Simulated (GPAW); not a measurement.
# The basis that the transmission of N2 in line between two B chains needs

Wanted: the zero-bias transmission of N2 in line between two B chains on a ladder of levels, with run times.

Method: GPAW LCAO, PAW setups; Landauer transmission from Green's functions with principal layers (ASE), zero bias, in GPAW 26.7.0.

## Step 1: Set-up

The cell holds 14 atoms: 12 B and 2 N. Cell: a = 9.000 Å, b = 9.000 Å, c = 20.880 Å, α = 90.0°, β = 90.0°, γ = 90.0°. Regions: left lead, 6 atoms (6 B); channel, 2 atoms (2 N); right lead, 6 atoms (6 B). Vacuum lies along a and b. The structure is stacked along c, and the current runs across the ab planes.

## Step 2: Double-zeta polarised basis

The script solves lead and junction separately, takes H and S in the orbital basis, and joins semi-infinite leads through their self-energies; the dzp basis is the working standard.

File run.py:

```python
import json
import numpy as np
from ase import Atoms
from ase.transport.calculators import TransportCalculator
from gpaw import GPAW, FermiDirac
from gpaw.lcao.tools import get_lcao_hamiltonian
from scipy.linalg import eigh

# The junction with lead layers at both ends, along the third cell vector
device = Atoms(
    ['B', 'B', 'B', 'B', 'B', 'B', 'N', 'N', 'B', 'B', 'B', 'B', 'B', 'B'],
    positions=[
        [4.50000, 4.50000, 0.77500],
        [4.50000, 4.50000, 2.32500],
        [4.50000, 4.50000, 3.87500],
        [4.50000, 4.50000, 5.42500],
        [4.50000, 4.50000, 6.97500],
        [4.50000, 4.50000, 8.52500],
        [4.50000, 4.50000, 9.87000],
        [4.50000, 4.50000, 11.01000],
        [4.50000, 4.50000, 12.35500],
        [4.50000, 4.50000, 13.90500],
        [4.50000, 4.50000, 15.45500],
        [4.50000, 4.50000, 17.00500],
        [4.50000, 4.50000, 18.55500],
        [4.50000, 4.50000, 20.10500]],
    cell=[[9.0, 0.0, 0.0], [0.0, 9.0, 0.0], [0.0, 0.0, 20.88]],
    pbc=True)

# One principal layer of the lead: the first 4 atoms of the device
lead = Atoms(
    ['B', 'B', 'B', 'B'],
    positions=[
        [4.50000, 4.50000, 0.77500],
        [4.50000, 4.50000, 2.32500],
        [4.50000, 4.50000, 3.87500],
        [4.50000, 4.50000, 5.42500]],
    cell=[[9.0, 0.0, 0.0], [0.0, 9.0, 0.0], [0.0, 0.0, 6.2]],
    pbc=True)

settings = dict(mode='lcao', basis='dzp', xc='PBE', h=0.18,
                occupations=FermiDirac(0.1), maxiter=250,
                mixer=dict(beta=0.1, nmaxold=8, weight=100.0),
                convergence=dict(density=0.0001))
energies = np.arange(-2, 2 + 1e-9, 0.05)
eta = 0.0001
n1, n2 = 1, 1
# k and -k transmit alike, so half of the mesh across the current serves
mesh = [(i, j) for i in range(n1) for j in range(n2) if (i, j) <= (-i % n1, -j % n2)]
weights = np.array([1 if (i, j) == (-i % n1, -j % n2) else 2 for i, j in mesh]) / (n1 * n2)

# [... helper functions left out ...]
fermi_lead = ground_state(lead, (1, 1, 18), 'lead.txt')
fermi_device = ground_state(device, (1, 1, 4), 'device.txt')
# [... loop over the mesh left out, but for ...]
        # Shift the lead onto the potential of the device's first layer
        shift = ((H[:, 0, 0] - H0[:, 0, 0]) / S0[0, 0]).real.mean()
# [...]
kT = 8.617333e-5 * 77
bias = [0.1, 0.2, 0.5, 1.0, 1.5, 2.0]
# [... integrals and printing left out ...]
```

Command:

```bash
$ OMP_NUM_THREADS=1 OPENBLAS_NUM_THREADS=1 python run.py
```

The program printed:

```text
basis functions: device 182, principal layer 52
Fermi level: lead -4.8867 eV, device -4.6250 eV; lead shifted by -0.0064 eV
largest coupling past the next layer 9.71e-05 eV, largest misfit of the first layer 0.069 eV
  E-E_F (eV)   T (one spin)  [channel counts left out]
    -2.000    1.0817e-13
    -1.950    1.1222e-13
    -1.900    1.1542e-13
    -1.850    1.1833e-13
    -1.800    1.2201e-13
    -1.750    1.2917e-13
    -1.700    1.4907e-13
    -1.650    2.2304e-13
    -1.600    6.3930e-13
    -1.550    8.2288e-12
    -1.500    2.1737e-11
    -1.450    4.5771e-12
    -1.400    3.5135e-12
    -1.350    4.0288e-12
    -1.300    5.8283e-12
    -1.250    1.0097e-11
[...]
1.650    1.5346e+00
     1.700    1.5349e+00
     1.750    1.5354e+00
     1.800    1.5361e+00
     1.850    1.5370e+00
     1.900    1.5380e+00
     1.950    1.5392e+00
     2.000    1.5403e+00
conductance at 77 K: 1.7573 G0 a cell; thermopower 0.003123 uV/K
current from the zero-bias T(E) at 0.1 V: 13.612 uA
current from the zero-bias T(E) at 0.2 V: 27.204 uA
current from the zero-bias T(E) at 0.5 V: 67.66 uA
current from the zero-bias T(E) at 1.0 V: 132.58 uA
current from the zero-bias T(E) at 1.5 V: 190.44 uA
current from the zero-bias T(E) at 2.0 V: 230.05 uA
```

Elapsed: 97 s, on 1 thread of AMD EPYC 7R43, shared host; peak memory 0.97 GiB.

Numbers from this step:

```yaml
conductance: 1.757 G₀
largest_coupling_past_the_next_principal_layer: 9.71e-5 eV
largest_misfit_of_the_first_principal_layer: 0.06915 eV
shift_that_aligns_the_lead: -0.006356 eV
basis_functions_of_the_junction: 182
basis_functions_of_a_principal_layer: 52
transmission_at_the_fermi_level_one_spin: 1.758
```

One spin. Transmission, zone mean against energy, zero at the Fermi level:

| energy (eV) | transmission, zone mean |
| --- | --- |
| -2.000 | 0 |
| -1.800 | 0 |
| -1.600 | 0 |
| -1.400 | 3.5e-12 |
| -1.200 | 2.1e-11 |
| -1.000 | 5.0e-9 |
| -0.800 | 0.886 |
| -0.600 | 1.41 |
| -0.400 | 1.64 |
| -0.200 | 1.73 |
| 0.000 | 1.76 |
| 0.200 | 1.74 |
| 0.400 | 1.70 |
| 0.600 | 1.65 |
| 0.800 | 1.61 |
| 1.000 | 1.57 |
| 1.200 | 1.55 |
| 1.400 | 1.54 |
| 1.600 | 1.53 |
| 1.800 | 1.54 |
| 2.000 | 1.54 |

Not self-consistent under bias; the bias window is split evenly. The current through one cell, from the zero-bias transmission by bias:

| bias (V) | current through one cell, from the zero-bias transmission (μA) |
| --- | --- |
| 0.100 | 13.6 |
| 0.200 | 27.2 |
| 0.500 | 67.7 |
| 1.000 | 133 |
| 1.500 | 190 |
| 2.000 | 230 |

The transmission of the three most open eigenchannels by energy, zero at the Fermi level:

| energy (eV) | channel 1 = channel 2 | channel 3 |
| --- | --- | --- |
| -1.000 | 2.5e-9 | 0 |
| -0.800 | 0.443 | 0 |
| -0.600 | 0.703 | 0 |
| -0.400 | 0.819 | 0 |
| -0.200 | 0.867 | 0 |
| 0.000 | 0.879 | 0 |
| 0.200 | 0.870 | 0 |
| 0.400 | 0.850 | 0 |
| 0.600 | 0.826 | 0 |
| 0.800 | 0.804 | 0 |
| 1.000 | 0.787 | 0 |
| 1.200 | 0.775 | 0 |
| 1.400 | 0.769 | 0 |
| 1.600 | 0.767 | 0 |
| 1.800 | 0.768 | 0 |
| 2.000 | 0.770 | 0 |

Couplings past the next layer reach 9.7e-5 eV, small enough to drop; the matrix elements of the cell's first layer differ from the bulk lead's by up to 0.069 eV. That layer keeps its own values in the calculation, and only beyond it is the lead taken as perfect. The Fermi levels of lead and junction count from different zeros of potential, one for each periodic cell; with both set to zero, the small remaining shift is what aligns them. By hand: G = 1.757 × 77.48 μS = 136 μS, a resistance of 7.34 kΩ; at 0.1 V a linear junction would pass 13.6 μA, and the integral over the bias window gives 13.6 μA.

## Step 3: Single-zeta polarised basis

One radial function a shell plus polarisation makes the matrices smaller; the question is what that costs.

Edit run.py of step 2 so:

```diff
@@ -40,3 +40,3 @@
 
-settings = dict(mode='lcao', basis='dzp', xc='PBE', h=0.18,
+settings = dict(mode='lcao', basis='szp(dzp)', xc='PBE', h=0.18,
                 occupations=FermiDirac(0.1), maxiter=250,
```

The program printed:

```text
basis functions: device 126, principal layer 36
Fermi level: lead -6.2062 eV, device -6.0503 eV; lead shifted by -0.0013 eV
largest coupling past the next layer 9.76e-05 eV, largest misfit of the first layer 0.074 eV
  E-E_F (eV)   T (one spin)  [channel counts left out]
    -2.000    4.8001e-18
    -1.950    9.5065e-18
    -1.900    1.9607e-17
    -1.850    4.2179e-17
    -1.800    9.5155e-17
    -1.750    2.2723e-16
    -1.700    5.8297e-16
    -1.650    1.6463e-15
    -1.600    5.3462e-15
    -1.550    2.1907e-14
    -1.500    1.4817e-13
    -1.450    1.3629e-11
    -1.400    1.2776e-12
    -1.350    5.6832e-13
    -1.300    5.3808e-13
    -1.250    6.9897e-13
[...]
1.650    1.4328e+00
     1.700    1.4346e+00
     1.750    1.4366e+00
     1.800    1.4388e+00
     1.850    1.4410e+00
     1.900    1.4434e+00
     1.950    1.4457e+00
     2.000    1.4481e+00
conductance at 77 K: 1.6956 G0 a cell; thermopower 0.001452 uV/K
current from the zero-bias T(E) at 0.1 V: 13.132 uA
current from the zero-bias T(E) at 0.2 V: 26.232 uA
current from the zero-bias T(E) at 0.5 V: 65.011 uA
current from the zero-bias T(E) at 1.0 V: 125.53 uA
current from the zero-bias T(E) at 1.5 V: 174.34 uA
current from the zero-bias T(E) at 2.0 V: 203.96 uA
```

Wall time 84 s (1 thread); peak memory 0.94 GiB.

This step gave:

```yaml
conductance: 1.696 G₀
largest_coupling_past_the_next_principal_layer: 9.76e-5 eV
largest_misfit_of_the_first_principal_layer: 0.07362 eV
shift_that_aligns_the_lead: -0.001319 eV
basis_functions_of_the_junction: 126
basis_functions_of_a_principal_layer: 36
transmission_at_the_fermi_level_one_spin: 1.696
```

One spin. The transmission, zone mean by energy, zero at the Fermi level:

| energy (eV) | transmission, zone mean |
| --- | --- |
| -2.00 | 0 |
| -1.85 | 0 |
| -1.70 | 0 |
| -1.60 | 0 |
| -1.45 | 1.4e-11 |
| -1.30 | 0 |
| -1.15 | 2.1e-12 |
| -1.05 | 1.1e-11 |
| -0.90 | 7.7e-10 |
| -0.75 | 0.485 |
| -0.60 | 1.10 |
| -0.50 | 1.33 |
| -0.35 | 1.55 |
| -0.20 | 1.66 |
| -0.05 | 1.69 |
| 0.00 | 1.70 |
| 0.05 | 1.69 |
| 0.20 | 1.67 |
| 0.35 | 1.63 |
| 0.50 | 1.58 |
| 0.60 | 1.55 |
| 0.75 | 1.51 |
| 0.90 | 1.47 |
| 1.05 | 1.45 |
| 1.15 | 1.44 |
| 1.30 | 1.43 |
| 1.45 | 1.43 |
| 1.60 | 1.43 |
| 1.70 | 1.43 |
| 1.85 | 1.44 |
| 2.00 | 1.45 |

Not self-consistent under bias; the bias window is split evenly. Current through one cell, from the zero-bias transmission against bias:

| bias (V) | current through one cell, from the zero-bias transmission (μA) |
| --- | --- |
| 0.100 | 13.1 |
| 0.200 | 26.2 |
| 0.500 | 65.0 |
| 1.000 | 126 |
| 1.500 | 174 |
| 2.000 | 204 |

The transmission of the three most open eigenchannels by energy, zero at the Fermi level:

| energy (eV) | channel 1 = channel 2 | channel 3 |
| --- | --- | --- |
| -2.00 | 0 | 0 |
| -1.85 | 0 | 0 |
| -1.70 | 0 | 0 |
| -1.60 | 0 | 0 |
| -1.45 | 6.8e-12 | 0 |
| -1.30 | 0 | 0 |
| -1.15 | 1.0e-12 | 0 |
| -1.05 | 5.5e-12 | 0 |
| -0.90 | 3.8e-10 | 0 |
| -0.75 | 0.242 | 0 |
| -0.60 | 0.549 | 0 |
| -0.50 | 0.666 | 0 |
| -0.35 | 0.774 | 0 |
| -0.20 | 0.828 | 0 |
| -0.05 | 0.847 | 0 |
| 0.00 | 0.848 | 0 |
| 0.05 | 0.847 | 0 |
| 0.20 | 0.835 | 0 |
| 0.35 | 0.814 | 0 |
| 0.50 | 0.789 | 0 |
| 0.60 | 0.774 | 0 |
| 0.75 | 0.753 | 0 |
| 0.90 | 0.736 | 0 |
| 1.05 | 0.725 | 0 |
| 1.15 | 0.720 | 0 |
| 1.30 | 0.715 | 0 |
| 1.45 | 0.714 | 0 |
| 1.60 | 0.716 | 0 |
| 1.70 | 0.717 | 0 |
| 1.85 | 0.721 | 0 |
| 2.00 | 0.724 | 0 |

The conductance, 1.70 G₀, lies 3.5 % below that of the dzp run.

## Step 4: GPAW, sz: basis = "sz(dzp)"

One function for each valence shell of the setup, as for a first survey of a large system.

Edit run.py of step 3 so:

```diff
@@ -40,3 +40,3 @@
 
-settings = dict(mode='lcao', basis='szp(dzp)', xc='PBE', h=0.18,
+settings = dict(mode='lcao', basis='sz(dzp)', xc='PBE', h=0.18,
                 occupations=FermiDirac(0.1), maxiter=250,
```

The program printed:

```text
basis functions: device 56, principal layer 16
Fermi level: lead -6.6757 eV, device -6.5158 eV; lead shifted by -0.0004 eV
largest coupling past the next layer 9.79e-05 eV, largest misfit of the first layer 0.074 eV
  E-E_F (eV)   T (one spin)  [channel counts left out]
    -2.000    6.3563e-18
    -1.950    1.3264e-17
    -1.900    2.8631e-17
[...]
1.950    1.4583e+00
     2.000    1.4608e+00
conductance at 77 K: 1.715 G0 a cell; thermopower -0.0009744 uV/K
current from the zero-bias T(E) at 0.1 V: 13.282 uA
current from the zero-bias T(E) at 0.2 V: 26.534 uA
current from the zero-bias T(E) at 0.5 V: 65.789 uA
current from the zero-bias T(E) at 1.0 V: 127.28 uA
current from the zero-bias T(E) at 1.5 V: 177.91 uA
current from the zero-bias T(E) at 2.0 V: 208.74 uA
```

Run time: 50 s. Hardware: 1 thread; peak memory 0.87 GiB.

This step gave:

* conductance: 1.715 G₀
* largest coupling past the next principal layer: 9.79e-5 eV
* largest misfit of the first principal layer: 0.07365 eV
* shift that aligns the lead: -4.37e-4 eV
* basis functions of the junction: 56
* basis functions of a principal layer: 16
* transmission at the Fermi level (one spin): 1.715

One spin. Transmission, zone mean against energy, zero at the Fermi level:

| energy (eV) | transmission, zone mean |
| --- | --- |
| -2.000 | 0 |
| -1.800 | 0 |
| -1.600 | 0 |
| -1.400 | 0 |
| -1.200 | 1.7e-12 |
| -1.000 | 7.1e-11 |
| -0.800 | 0.299 |
| -0.600 | 1.15 |
| -0.400 | 1.52 |
| -0.200 | 1.68 |
| 0.000 | 1.72 |
| 0.200 | 1.69 |
| 0.400 | 1.63 |
| 0.600 | 1.57 |
| 0.800 | 1.51 |
| 1.000 | 1.47 |
| 1.200 | 1.45 |
| 1.400 | 1.44 |
| 1.600 | 1.44 |
| 1.800 | 1.45 |
| 2.000 | 1.46 |

The conductance, 1.71 G₀, lies 2.4 % below that of the dzp run.

## Step 5: LDA in the dzp basis: xc = "LDA"

Back in the dzp basis, the functional changes from PBE to LDA, to set the spread between functionals beside that between bases.

Edit run.py of step 4 so:

```diff
@@ -40,3 +40,3 @@
 
-settings = dict(mode='lcao', basis='sz(dzp)', xc='PBE', h=0.18,
+settings = dict(mode='lcao', basis='dzp', xc='LDA', h=0.18,
                 occupations=FermiDirac(0.1), maxiter=250,
```

The program printed:

```text
basis functions: device 182, principal layer 52
Fermi level: lead -5.0890 eV, device -4.8295 eV; lead shifted by -0.0063 eV
largest coupling past the next layer 9.70e-05 eV, largest misfit of the first layer 0.071 eV
  E-E_F (eV)   T (one spin)  [channel counts left out]
    -2.000    9.1489e-14
    -1.950    9.8670e-14
    -1.900    1.0420e-13
[...]
1.950    1.5367e+00
     2.000    1.5382e+00
conductance at 77 K: 1.7507 G0 a cell; thermopower -0.001795 uV/K
current from the zero-bias T(E) at 0.1 V: 13.561 uA
current from the zero-bias T(E) at 0.2 V: 27.101 uA
current from the zero-bias T(E) at 0.5 V: 67.389 uA
current from the zero-bias T(E) at 1.0 V: 131.94 uA
current from the zero-bias T(E) at 1.5 V: 189.23 uA
current from the zero-bias T(E) at 2.0 V: 228.34 uA
```

The job ended after 83 s (1 thread; peak memory 0.98 GiB).

Numbers from this step:

```yaml
conductance: 1.751 G₀
largest_coupling_past_the_next_principal_layer: 9.70e-5 eV
largest_misfit_of_the_first_principal_layer: 0.07074 eV
shift_that_aligns_the_lead: -0.006277 eV
basis_functions_of_the_junction: 182
basis_functions_of_a_principal_layer: 52
transmission_at_the_fermi_level_one_spin: 1.751
```

One spin. Transmission, zone mean against energy, zero at the Fermi level:

| energy (eV) | transmission, zone mean |
| --- | --- |
| -2.000 | 0 |
| -1.800 | 0 |
| -1.600 | 0 |
| -1.400 | 3.2e-12 |
| -1.200 | 1.9e-11 |
| -1.000 | 4.2e-9 |
| -0.800 | 0.857 |
| -0.600 | 1.39 |
| -0.400 | 1.62 |
| -0.200 | 1.73 |
| 0.000 | 1.75 |
| 0.200 | 1.73 |
| 0.400 | 1.69 |
| 0.600 | 1.65 |
| 0.800 | 1.60 |
| 1.000 | 1.57 |
| 1.200 | 1.54 |
| 1.400 | 1.53 |
| 1.600 | 1.53 |
| 1.800 | 1.53 |
| 2.000 | 1.54 |

The conductance, 1.75 G₀, lies 0.4 % below that of the dzp run.

## Step 6: Cost and result by level

Times are for 1 thread of AMD EPYC 7R43, shared host. The series side by side:

| no. | run | conductance (G₀) | time | memory (GiB) |
| --- | --- | --- | --- | --- |
| 1 | dzp | 1.757 | 97 s | 0.97 |
| 2 | szp | 1.696 | 84 s | 0.94 |
| 3 | sz | 1.715 | 50 s | 0.87 |
| 4 | dzp LDA | 1.751 | 83 s | 0.98 |

## Step 7: The levels side by side

The curves are compared point by point over the common energies.

This step: comparison of transmission and cost over codes and levels (GPAW 26.7.0).

Ladder, by row:

| step | code | T at the Fermi level (sum over the listed spins) | conductance (G0) | r.m.s. T(E) from the first | wall time (s) | peak memory (GiB) | threads |
| --- | --- | --- | --- | --- | --- | --- | --- |
| dzp | GPAW | 1.758 | 1.757 | 0 | 97.21 | 0.97 | 1 |
| szp | GPAW | 1.696 | 1.696 | 0.1788 | 83.77 | 0.94 | 1 |
| sz | GPAW | 1.715 | 1.715 | 0.1493 | 49.9 | 0.87 | 1 |
| dzp-LDA | GPAW | 1.751 | 1.751 | 0.01003 | 83.03 | 0.98 | 1 |

Transmission, zone mean, sum over the listed spins against energy, zero at the Fermi level:

| energy (eV) | dzp | szp | sz | dzp-LDA |
| --- | --- | --- | --- | --- |
| -2.000 | 1.1e-13 | 0 | 0 | 9.1e-14 |
| -1.800 | 1.2e-13 | 0 | 0 | 1.1e-13 |
| -1.600 | 6.4e-13 | 0 | 1.1e-14 | 6.3e-13 |
| -1.400 | 3.5e-12 | 1.3e-12 | 9.2e-13 | 3.2e-12 |
| -1.200 | 2.1e-11 | 1.1e-12 | 1.7e-12 | 1.9e-11 |
| -1.000 | 5.0e-9 | 3.4e-11 | 7.1e-11 | 4.2e-9 |
| -0.800 | 0.886 | 0.0904 | 0.299 | 0.857 |
| -0.600 | 1.41 | 1.10 | 1.15 | 1.39 |
| -0.400 | 1.64 | 1.49 | 1.52 | 1.62 |
| -0.200 | 1.73 | 1.66 | 1.68 | 1.73 |
| 0.000 | 1.76 | 1.70 | 1.72 | 1.75 |
| 0.200 | 1.74 | 1.67 | 1.69 | 1.73 |
| 0.400 | 1.70 | 1.61 | 1.63 | 1.69 |
| 0.600 | 1.65 | 1.55 | 1.57 | 1.65 |
| 0.800 | 1.61 | 1.49 | 1.51 | 1.60 |
| 1.000 | 1.57 | 1.46 | 1.47 | 1.57 |
| 1.200 | 1.55 | 1.44 | 1.45 | 1.54 |
| 1.400 | 1.54 | 1.43 | 1.44 | 1.53 |
| 1.600 | 1.53 | 1.43 | 1.44 | 1.53 |
| 1.800 | 1.54 | 1.44 | 1.45 | 1.53 |
| 2.000 | 1.54 | 1.45 | 1.46 | 1.54 |

[end of part 1 of 2]

[Logs are printed without paths, hosts, clocks, repeated set-up lines and the standing remarks that a program may print on its own settings, such as how far it seeks lower states.]

[Hosts, paths, dates, database ids (printed as entryN), source tags and the programs' standing remarks are cut or masked in the printed files.]
